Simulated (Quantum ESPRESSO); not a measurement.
# Dipole at the next field: Ta2NF2 MXene, 1 layer

How the rows were computed: Quantum ESPRESSO 7.5, PBE, GBRV ultrasoft; sawtooth field along the normal with dipole correction, ions clamped, threshold 1e-9 Ry; cell area 9.454 Å².

| field (V/Å) | dipole (e Å a cell) |
| --- | --- |
| 0 | 0.00000 |
| 0.1 | 0.02767 |
| 0.2 | 0.05540 |

**Question.** What is the dipole at 0.4 V/Å, and what electrostatic thickness 4πα/A follows from the rows?

**Worked estimate.** The slope is (0.05540 − (0.00000))/0.2 = 0.2770 e Å²/V, so 4πα/A = 180.95 × 0.2770/9.454 = 5.30 Å. Linear response gives p = 0.00000 + 0.2770 × (0.4) = 0.11080 e Å; a parabola through the three rows gives 0.11104.

**Check.** p = 0.11120 e Å. The line misses by 0.4 % of the induced dipole and the parabola by 0.1 %. The response is linear over this range.

Caveats: Electrons alone respond; local and semilocal functionals tend to overscreen.
